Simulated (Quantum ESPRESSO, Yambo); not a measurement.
# Beyond one shot: CdF2 (Fm-3m), part 2 of 2

How far does self-consistency move the gap of CdF2 (Fm-3m)?

Quantum ESPRESSO 7.5 and Yambo 5.3.0; PBE and many-body steps on it, plane waves. Known limits of the many-body steps: not at the basis limit; d shell near the gap, gap tends to lie low; no spin-orbit coupling; coarse k mesh.

So far. Step 5 (evGW0, cycle 1): Against G0W0 in Yambo (4×4×4 mesh, 141 bands, screening to 204.1 eV, Godby-Needs plasmon pole), the gap moves by +0.258 eV. Step 6 (evGW0, cycle 2): Against the cycle before, the gap moves by +0.027 eV.

## Step 7: evGW0, cycle 3

Level of this step: evGW0 on PBE, plane waves, norm-conserving pseudopotentials (Yambo).

Contents of gw5.in:

```
HF_and_locXC
gw0
dyson
ppa
em1d
rim_cut
RandQpts= 1000000
RandGvec= 1 RL
EXXRLvcs= 94 Ry
VXCRLvcs= 376 Ry
Chimod= "HARTREE"
% BndsRnXp
 1 | 141 |
%
NGsBlkXp= 15 Ry
% LongDrXp
 1 | 1 | 1 |
%
% GbndRnge
 1 | 141 |
%
DysSolver= "n"
ExtendOut
PPAPntXp= 27.21138 eV
% QPkrange
 1 | 8 | 15 | 20 |
%
GfnQPdb= "E < ./gw4_fix/ndb.QP"
```

Launch:

```console
$ OMP_NUM_THREADS=1 mpirun -n 4 yambo -F gw5.in -J gw5,gw1_W -C gw5 > gw5.log
```

Log:

```text
 Yambo, version 5.3.0

 [02] CORE Variables Setup
 =========================

  [... cell, symmetries and grids as in the set-up ...]

  [02.05] Energies & Occupations
  ==============================

  [X] === General ===
  [X] Electronic Temperature                        :  0.000000  0.000000 [eV K]
  [X] Bosonic    Temperature                        :  0.000000  0.000000 [eV K]
  [X] Finite Temperature mode                       : no
  [X] El. density                                   :  0.86947E+24 [cm-3]
[...]
Sx RL components                                 :   4111

   QP @ state[ 1 ] K range                          :   1   8
   QP @ state[ 1 ] b range                          :  15  20
   GF energies kind                                 : Perdew, Burke & Ernzerhof(X)+Perdew, Burke & Ernzerhof(C)+ E < ./gw2/ndb.QP + @E Fit+ E < ./gw3_fix/
   GF WF`s kind                                     : Perdew, Burke & Ernzerhof(X)+Perdew, Burke & Ernzerhof(C)
   Xs energies kind                                 : Perdew, Burke & Ernzerhof(X)+Perdew, Burke & Ernzerhof(C)
   Xs WF`s kind                                     : Perdew, Burke & Ernzerhof(X)+Perdew, Burke & Ernzerhof(C)

 [13] Game Over & Game summary
```

Run time: 11 min. Hardware: 4 MPI ranks of Intel Xeon Platinum 8259CL at 2.50GHz (Skylake/Cascade Lake), shared host; peak memory 1.8 GiB.

This step gave:

| Item | Value |
| --- | --- |
| quasiparticle gap on the mesh | 5.631 eV |
| gap of the density functional on the mesh | 3.124 eV |
| k of the valence top | 0.25, -0.5, -0.25 |
| k of the conduction bottom | 0, 0, 0 |
| least direct quasiparticle gap on the computed points | 6.422 eV |

Against the cycle before, the gap moves by +0.003 eV.

The program's own table gives 5.920 eV, which is too large where the input levels are shifted: this version takes Σc at the unshifted level E₀, yet steps from the shifted one. The value above is the Newton step from E₀, E₀ + Z(Σc + Σx − Vxc), rebuilt from the printed columns.

## Step 8: evGW, cycle 1

This step: evGW on PBE, plane waves, norm-conserving pseudopotentials.

gw6.in, as its differences from gw5.in of step 7:

```diff
@@ -27,2 +27,3 @@
 %
-GfnQPdb= "E < ./gw4_fix/ndb.QP"
+GfnQPdb= "E < ./gw2/ndb.QP"
+XfnQPdb= "E < ./gw2/ndb.QP"
```

Launch:

```console
$ OMP_NUM_THREADS=1 mpirun -n 4 yambo -F gw6.in -J gw6 -C gw6 > gw6.log
```

Log:

```text
 Yambo, version 5.3.0

 [02] CORE Variables Setup
 =========================

  [... cell, symmetries and grids as in the set-up ...]

  [02.05] Energies & Occupations
  ==============================

  [X] === General ===
  [X] Electronic Temperature                        :  0.000000  0.000000 [eV K]
  [X] Bosonic    Temperature                        :  0.000000  0.000000 [eV K]
  [X] Finite Temperature mode                       : no
  [X] El. density                                   :  0.86947E+24 [cm-3]
[...]
Sx RL components                                 :   4111

   QP @ state[ 1 ] K range                          :   1   8
   QP @ state[ 1 ] b range                          :  15  20
   GF energies kind                                 : Perdew, Burke & Ernzerhof(X)+Perdew, Burke & Ernzerhof(C)+ E < ./gw2/ndb.QP + @E Fit
   GF WF`s kind                                     : Perdew, Burke & Ernzerhof(X)+Perdew, Burke & Ernzerhof(C)
   Xs energies kind                                 : Perdew, Burke & Ernzerhof(X)+Perdew, Burke & Ernzerhof(C)
   Xs WF`s kind                                     : Perdew, Burke & Ernzerhof(X)+Perdew, Burke & Ernzerhof(C)

 [15] Game Over & Game summary
```

The job ended after 16 min (4 MPI ranks; peak memory 1.8 GiB).

Numbers from this step:

| Item | Value |
| --- | --- |
| quasiparticle gap on the mesh | 6.180 eV |
| gap of the density functional on the mesh | 3.124 eV |
| k of the valence top | 0.25, -0.5, -0.25 |
| k of the conduction bottom | 0, 0, 0 |
| least direct quasiparticle gap on the computed points | 6.967 eV |

Against G0W0 in Yambo (4×4×4 mesh, 141 bands, screening to 204.1 eV, Godby-Needs plasmon pole), the gap moves by +0.837 eV.

The program's own table gives 6.406 eV, which is too large where the input levels are shifted: this version takes Σc at the unshifted level E₀, yet steps from the shifted one. The value above is the Newton step from E₀, E₀ + Z(Σc + Σx − Vxc), rebuilt from the printed columns.

## Step 9: evGW, cycle 2

gw7.in, as its differences from gw6.in of step 8:

```diff
@@ -27,3 +27,3 @@
 %
-GfnQPdb= "E < ./gw2/ndb.QP"
-XfnQPdb= "E < ./gw2/ndb.QP"
+GfnQPdb= "E < ./gw6_fix/ndb.QP"
+XfnQPdb= "E < ./gw6_fix/ndb.QP"
```

Launch:

```console
$ OMP_NUM_THREADS=1 mpirun -n 4 yambo -F gw7.in -J gw7 -C gw7 > gw7.log
```

Log:

```text
 Yambo, version 5.3.0

 [02] CORE Variables Setup
 =========================

  [... cell, symmetries and grids as in the set-up ...]

  [02.05] Energies & Occupations
  ==============================

  [X] === General ===
  [X] Electronic Temperature                        :  0.000000  0.000000 [eV K]
  [X] Bosonic    Temperature                        :  0.000000  0.000000 [eV K]
  [X] Finite Temperature mode                       : no
  [X] El. density                                   :  0.86947E+24 [cm-3]
[...]
Sx RL components                                 :   4111

   QP @ state[ 1 ] K range                          :   1   8
   QP @ state[ 1 ] b range                          :  15  20
   GF energies kind                                 : Perdew, Burke & Ernzerhof(X)+Perdew, Burke & Ernzerhof(C)+ E < ./gw2/ndb.QP + @E Fit+ E < ./gw6_fix/
   GF WF`s kind                                     : Perdew, Burke & Ernzerhof(X)+Perdew, Burke & Ernzerhof(C)
   Xs energies kind                                 : Perdew, Burke & Ernzerhof(X)+Perdew, Burke & Ernzerhof(C)
   Xs WF`s kind                                     : Perdew, Burke & Ernzerhof(X)+Perdew, Burke & Ernzerhof(C)

 [15] Game Over & Game summary
```

Wall time 16 min (4 MPI ranks); peak memory 1.8 GiB; 64 min of CPU time.

Numbers from this step:

| Property | Result |
| --- | --- |
| quasiparticle gap on the mesh | 6.426 eV |
| gap of the density functional on the mesh | 3.124 eV |
| k of the valence top | 0.25, -0.5, -0.25 |
| k of the conduction bottom | 0, 0, 0 |
| least direct quasiparticle gap on the computed points | 7.216 eV |

Against the cycle before, the gap moves by +0.245 eV.

The program's own table gives 6.713 eV, which is too large where the input levels are shifted: this version takes Σc at the unshifted level E₀, yet steps from the shifted one. The value above is the Newton step from E₀, E₀ + Z(Σc + Σx − Vxc), rebuilt from the printed columns.

## Step 10: evGW, cycle 3

gw8.in, as its differences from gw7.in of step 9:

```diff
@@ -27,3 +27,3 @@
 %
-GfnQPdb= "E < ./gw6_fix/ndb.QP"
-XfnQPdb= "E < ./gw6_fix/ndb.QP"
+GfnQPdb= "E < ./gw7_fix/ndb.QP"
+XfnQPdb= "E < ./gw7_fix/ndb.QP"
```

Launch:

```console
$ OMP_NUM_THREADS=1 mpirun -n 4 yambo -F gw8.in -J gw8 -C gw8 > gw8.log
```

Log:

```text
 Yambo, version 5.3.0

 [02] CORE Variables Setup
 =========================

  [... cell, symmetries and grids as in the set-up ...]

  [02.05] Energies & Occupations
  ==============================

  [X] === General ===
  [X] Electronic Temperature                        :  0.000000  0.000000 [eV K]
  [X] Bosonic    Temperature                        :  0.000000  0.000000 [eV K]
  [X] Finite Temperature mode                       : no
  [X] El. density                                   :  0.86947E+24 [cm-3]
[...]
Sx RL components                                 :   4111

   QP @ state[ 1 ] K range                          :   1   8
   QP @ state[ 1 ] b range                          :  15  20
   GF energies kind                                 : Perdew, Burke & Ernzerhof(X)+Perdew, Burke & Ernzerhof(C)+ E < ./gw2/ndb.QP + @E Fit+ E < ./gw6_fix/
   GF WF`s kind                                     : Perdew, Burke & Ernzerhof(X)+Perdew, Burke & Ernzerhof(C)
   Xs energies kind                                 : Perdew, Burke & Ernzerhof(X)+Perdew, Burke & Ernzerhof(C)
   Xs WF`s kind                                     : Perdew, Burke & Ernzerhof(X)+Perdew, Burke & Ernzerhof(C)

 [15] Game Over & Game summary
```

It took 16 min on 4 MPI ranks; peak memory 1.9 GiB; 62 min of CPU time.

This step gave:

```
quasiparticle gap on the mesh                         : 6.493 eV
gap of the density functional on the mesh             : 3.124 eV
k of the valence top                                  : 0.25, -0.5, -0.25
k of the conduction bottom                            : 0, 0, 0
least direct quasiparticle gap on the computed points : 7.284 eV
```

Against the cycle before, the gap moves by +0.067 eV.

The program's own table gives 6.797 eV, which is too large where the input levels are shifted: this version takes Σc at the unshifted level E₀, yet steps from the shifted one. The value above is the Newton step from E₀, E₀ + Z(Σc + Σx − Vxc), rebuilt from the printed columns.

## Step 11: The runs together

Times are wall times on 4 MPI ranks of Intel Xeon Platinum 8259CL at 2.50GHz (Skylake/Cascade Lake), shared host. The host was busy with other work, so they are no guide to cost.

```
           run   mesh  bands  screening cutoff (eV)  DFT gap (eV)  gap on the mesh (eV)  direct (eV)     time
          G0W0  4×4×4    141                  204.1         3.124                 5.343        6.106  6.3 min
evGW0, cycle 1  4×4×4    141                  204.1         3.124                 5.601        6.390   12 min
evGW0, cycle 2  4×4×4    141                  204.1         3.124                 5.628        6.419   11 min
evGW0, cycle 3  4×4×4    141                  204.1         3.124                 5.631        6.422   11 min
 evGW, cycle 1  4×4×4    141                  204.1         3.124                 6.180        6.967   16 min
 evGW, cycle 2  4×4×4    141                  204.1         3.124                 6.426        7.216   16 min
 evGW, cycle 3  4×4×4    141                  204.1         3.124                 6.493        7.284   16 min
```

## Step 12: Summary of results

| Item | Value |
| --- | --- |
| G0W0 | 5.343 eV |
| evGW0, cycle 1 | 5.601 eV |
| evGW0, cycle 2 | 5.628 eV |
| evGW0, cycle 3 | 5.631 eV |
| evGW, cycle 1 | 6.180 eV |
| evGW, cycle 2 | 6.426 eV |
| evGW, cycle 3 | 6.493 eV |
| known limits | not at the basis limit; d shell near the gap, gap tends to lie low; no spin-orbit coupling; coarse k mesh |

In words: evGW0 ends at 5.63 eV, +0.29 eV from G0W0, after 3 cycles that took 34 min beside the first screening; the last moved the gap by 0.003 eV. evGW ends at 6.49 eV, +1.15 eV from G0W0, after 3 cycles that took 47 min beside the first screening; the last moved the gap by 0.067 eV, so the loop had not settled. Bands and cutoff are finite, so the gap is not at the basis limit. The miss can reach some tenths of an eV and take either sign; the mesh is an error of its own. The 4×4×4 mesh is coarse for this cell, which bears on the long-range parts of exchange and screening. A d shell, filled or nearly so, lies near the gap. One-shot GW converges very slowly in bands there, not always from below, and on a semilocal start the gap tends to come out low; starts rich in exact exchange can overshoot instead. The many-body steps are scalar-relativistic: spin-orbit coupling is not in them.

[Paths, hosts, dates, memory and timing lines, banners, echoed tables and standing remarks are left out of the program output.]

[Logs are printed without paths, hosts, clocks, repeated set-up lines and the standing remarks that a program may print on its own settings, such as how far it seeks lower states.]

[Runs of the session that timed out or met a known fault of the program may be left out.]

[Hosts, paths, dates, database ids (printed as entryN), source tags and the programs' standing remarks are cut or masked in the printed files.]
